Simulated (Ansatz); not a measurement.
# MgO (Periclase, Fm-3m): from the cell to its phonons, part 2 of 3

Task: relax MgO (Periclase, Fm-3m), then find its harmonic phonons.

Ansatz 0.2.0; DFT LDA, scalar-relativistic, plane waves, PAW.

So far. Step 3 (Tight relaxation): The forces vanish by symmetry and the pressure is -0.007 GPa, within the tolerances set. The cell now holds 8.99 Å³/atom. The relaxed cell has a = 4.159 Å (conventional setting).

The database entry behind the starting cell differs from later determinations by our own check (about 0.1 % long), so it need not match the best structure at ambient conditions.

### Step 4. Linear response at the zone centre

The zone centre comes first: it holds the modes that light can see, as far as symmetry allows. The response to a homogeneous field gives the Born charges and the dielectric tensor, and its change with displacement the Raman tensors.

input.yaml

```yaml
crystal:
  lattice:
    - [0.0, 2.079589901, 2.079589901]
    - [2.079589901, 0.0, 2.079589901]
    - [2.079589901, 2.079589901, 0.0]
  atoms:
    - { symbol: Mg, position: [0.0, 0.0, 0.0] }
    - { symbol: O, position: [0.5, 0.5, 0.5] }
kpoints:
  mp_grid: { grid: [8, 8, 8] }
hamiltonian:
  xc: lda
scf:
  occupations: { method: fixed }
output:
  eigenvalues: true
phonons:
  method: dfpt
  dielectric: true
  rigid_motions: translations
  raman: true
```

Command:

```sh
$ ansatz run input.yaml --threads 4 --pin off --max-ram 7168MiB --backend cpu --events-out ev --progress --plain --runs-dir out
```

Numbers of over 12 decimals in the logs are rounded to 6 here.

The log of the run:

```text
[...]
Crystal: 2 atoms, lattice volume = 17.987 Å³
Basis set: ecut = 420 eV, 339 PW (Γ), exchange–correlation on 40×40×40 points (8 copies of the dense FFT grid, shifted against one another)
Bands: 12, of which v1, the nominal top of the filled ones, is band 8 counted from 1 (7 counted from 0)
Symmetry: 48 space group operations
k-points: 59 of 512 (irreducible under 8 space group operations, time reversal used)
[...]
SCF iter   1: F=—  HF=-2460.083333 eV  |F-HF|=—  |Δ(HF+E_count)|=         —  Δρ=1.80e-2  dr2=4.59e-2  ethr=1.77e-3  ⟨swp⟩=4.7  Hψ=3725  notcnv=0  defer=97
[...]
SCF iter   7: F=-2460.065497 eV  HF=-2460.065497 eV  |F-HF|=0.00e0  |Δ(HF+E_count)|=  3.27e-11  Δρ=6.57e-8  dr2=4.78e-13  ethr=1.00e-12  ⟨swp⟩=6.6  Hψ=3405  notcnv=0
SCF 1 converged in 7 iterations: F = -2460.065497 eV  dr2 = 4.78e-13
[...]
DFPT response loops at Γ: preconditioner auto → none (the input reference at scf.mixing.eps_inf says where Resta's filter doesn't serve); β = 0.50; Broyden in place of MSR1
── the response to a field inside a basis, on 10×10×10 k-points: an SCF that follows is theirs, and a resumed run solves both again ──
Bands: 9, of which v1, the nominal top of the filled ones, is band 8 counted from 1 (7 counted from 0)
k-points: 110 of 1000 (irreducible under 12 space group operations)
[...]
Eigensolver: Dense (110 Hₖ)
SCF iter   1: F=—  HF=-2460.070911 eV  |F-HF|=—  |Δ(HF+E_count)|=         —  Δρ=1.19e-3  dr2=3.53e-5  ethr=1.00e-1
[...]
SCF iter   5: F=-2460.070903 eV  HF=-2460.070903 eV  |F-HF|=3.23e-11  |Δ(HF+E_count)|=   1.60e-9  Δρ=5.12e-7  dr2=1.66e-11  ethr=6.60e-11
SCF 1 converged in 5 iterations: F = -2460.070903 eV  dr2 = 1.66e-11
[...]
SCF converged after 7 iterations
Free energy (F): -2460.065497 eV
[...]
Internal energy: -2460.065497 eV  (E = F + TS)
E sigma→0 (E₀):  -2460.065497 eV
Fermi energy:    8.240623 eV
[...]
--- Band table (eV; the first three rows and the last of 59) ---
  k-point 0: bands = [... 4 lower, -8.9620, 8.2406, 8.2406, 8.2406, 13.2752, 23.9944, 23.9944, 23.9944]
  k-point 1: bands = [... 4 lower, -8.7744, 7.2639, 8.1293, 8.1293, 14.1752, 22.3273, 24.3718, 24.3718]
  k-point 2: bands = [... 4 lower, -8.2850, 5.4804, 7.8720, 7.8720, 15.5727, 20.8424, 24.9255, 24.9255]
  k-point 58: bands = [... 4 lower, -7.1551, 5.1349, 5.1349, 6.3662, 19.9523, 19.9523, 20.5818, 24.0026]
--- Phonons (Γ-DFPT): 2 representative perturbations + reference, on 59 of 512 k-points (Σ response iterations 6) ---
  k mesh reduced under 8 symmetry operations, with k and −k counted as one. Each operation leaves every solved perturbation unchanged. A smaller set is not considered because the run solves the response to a homogeneous field
  ASR residual: 5.412e-5 → 0.000e0 eV/Å²; symmetrization residual: 1.581e-6 eV/Å²
  ASR residual per site (eV/Å²): 1.06e-5 5.41e-5
  Γ frequencies (cm⁻¹): 0.00 0.00 0.00 408.44 408.44 408.44
  ε∞ (high-frequency dielectric tensor):
        3.183145     0.000000    -0.000000
        0.000000     3.183145    -0.000000
       -0.000000    -0.000000     3.183145
  ε⁰ (static dielectric tensor: ions relaxed, cell fixed):
        9.758195    -0.000000     0.000000
       -0.000000     9.758195     0.000000
        0.000000     0.000000     9.758195
  ε⁰ − ε∞ (ionic part):
        6.575050    -0.000000     0.000000
       -0.000000     6.575050     0.000000
        0.000000     0.000000     6.575050
  softest optical mode at Γ: 408.44 cm⁻¹; the repairs (sum rule, projections) moved no ω² at Γ by more than (1.04 cm⁻¹)²
  Born effective charges Z* (e; rows j = field, columns β = displacement):
    site 0:
         1.96682    0.00000    0.00000
        -0.00000    1.96682   -0.00000
         0.00000    0.00000    1.96682
    site 1:
        -1.96682   -0.00000   -0.00000
         0.00000   -1.96682    0.00000
        -0.00000   -0.00000   -1.96682
  Z* charge neutrality: 4.774e-4 e pre-enforcement
  solved inside a basis spanned on kpoints, on 10×10×10 k-points: ε∞ is read to err by 6.9e-3, Z* by 1.1e-2 e (field_mesh: kpoints solves on kpoints); Z* is corrected for what the basis lacks
  Raman tensors (in the event stream and the table raman_tensors.tsv): an entry may err by 1.3e-4 Å², one of the second-order susceptibility by 7.9e-21 pm/V (basis, points and sum rule); their sum over the sites missed zero by 6.755e-23 Å² ahead of its enforcement
  optical modes at Γ without the LO–TO term, one row a degenerate level:
      ω (cm⁻¹)  modes    IR ((D/Å)²/amu)  static Raman (Å⁴/amu)  depolarisation
        408.44      3            27.7506                 0.0000               —
  optical modes at Γ + LO–TO along q̂ = [1.0000, 0.0000, 0.0000]:
      ω (cm⁻¹)  modes    IR ((D/Å)²/amu)  static Raman (Å⁴/amu)  depolarisation
        408.44      2            18.5004                 0.0000               —
        715.12      1             9.2502                 0.0000               —
  optical modes at Γ + LO–TO along q̂ = [0.0000, 1.0000, 0.0000]:
      ω (cm⁻¹)  modes    IR ((D/Å)²/amu)  static Raman (Å⁴/amu)  depolarisation
        408.44      2            18.5004                 0.0000               —
        715.12      1             9.2502                 0.0000               —
  optical modes at Γ + LO–TO along q̂ = [0.0000, 0.0000, 1.0000]:
      ω (cm⁻¹)  modes    IR ((D/Å)²/amu)  static Raman (Å⁴/amu)  depolarisation
        408.44      2            18.5004                 0.0000               —
        715.12      1             9.2502                 0.0000               —
```

Elapsed: 69 s, on 4 threads of Arm Neoverse N1, shared host; peak memory 0.64 GiB; 3.5 min of CPU time.

Reading the cycles: dr2 is the Hartree energy of the density residual (eV), the measure of convergence; HF is the Harris–Foulkes estimate of the energy, which meets the free energy F at convergence.

Numbers from this step:

```yaml
sum_rule_residual_before_enforcement: 5.41e-5 eV/Å²
miss_of_the_charge_sum_rule: 4.77e-4 e
estimated_error_of_the_dielectric_tensor: 0.006911
estimated_error_of_the_born_charges: 0.01113 e
point_group: m-3m
highest_optical_mode_at_the_zone_centre_no_lo_to_term: 408.4 cm⁻¹
lowest_optical_zone_centre_mode: 408.4 cm⁻¹
mean_high_frequency_dielectric_constant: 3.183
largest_born_charge_third_of_the_trace: 1.967 e
mean_static_dielectric_constant: 9.758
top_of_the_zone_centre_spectrum_with_the_field: 715.1 cm⁻¹
```

Without the LO-TO term. Patterns of degenerate modes are one choice out of their space. Modes at Γ, with each element's share of the kinetic energy:

| mode | frequency (cm⁻¹) | symmetry | Mg % | O % |
| --- | --- | --- | --- | --- |
| 1 | 0.0 | acoustic | 60 | 40 |
| 2 | 0.0 | acoustic | 60 | 40 |
| 3 | 0.0 | acoustic | 60 | 40 |
| 4 | 408.4 | T1u | 40 | 60 |
| 5 | 408.4 | T1u | 40 | 60 |
| 6 | 408.4 | T1u | 40 | 60 |

Displacements in mode 5 (408.4 cm⁻¹), the largest set to 1:
```
Mg1  0.00  0.00 -0.66
O2   0.00  0.00  1.00
```

Optical modes at the zone centre, without and with the macroscopic field of the longitudinal modes; each column is sorted by frequency, so a row need not hold one and the same mode. Modes with and without the field, by row:

| rank among optical modes | no field (cm⁻¹) | q along (1, 0, 0) (cm⁻¹) |
| --- | --- | --- |
| 1 | 408.4 | 408.4 |
| 2 | 408.4 | 408.4 |
| 3 | 408.4 | 715.1 |

Born charge (rows field, columns displacement) (e), principal values of the symmetric part by kind of site:

| atom | atoms with these values | low | middle | high | mean |
| --- | --- | --- | --- | --- | --- |
| Mg1 | 1 | 1.97 | 1.97 | 1.97 | 1.97 |
| O2 | 1 | -1.97 | -1.97 | -1.97 | -1.97 |

In full for Mg1:

```
1.97 0.00 0.00
0.00 1.97 0.00
0.00 0.00 1.97
```

High-frequency dielectric tensor:

```
3.18 0.00 0.00
0.00 3.18 0.00
0.00 0.00 3.18
```

Static dielectric tensor (ions relaxed, fixed cell):

```
9.76 0.00 0.00
0.00 9.76 0.00
0.00 0.00 9.76
```

Transverse modes. Infrared lines, with heights relative to the strongest:

```csv
position (cm⁻¹),label,relative intensity
408,T1u,100
```

Before it was imposed, the acoustic sum rule was missed by 5.4e-5 eV/Å² and the charge sum rule by 4.8e-4 e. Small misses are needed for a sound result but don't prove that mesh and cutoff are converged. The lowest optical mode is real, 408 cm⁻¹.

(Continued in part 3 of 3.)

[Logs are printed without paths, hosts, clocks, repeated set-up lines and the standing remarks that a program may print on its own settings, such as how far it seeks lower states.]

[Hosts, paths, dates, database ids (printed as entryN), source tags and the programs' standing remarks are cut or masked in the printed files.]
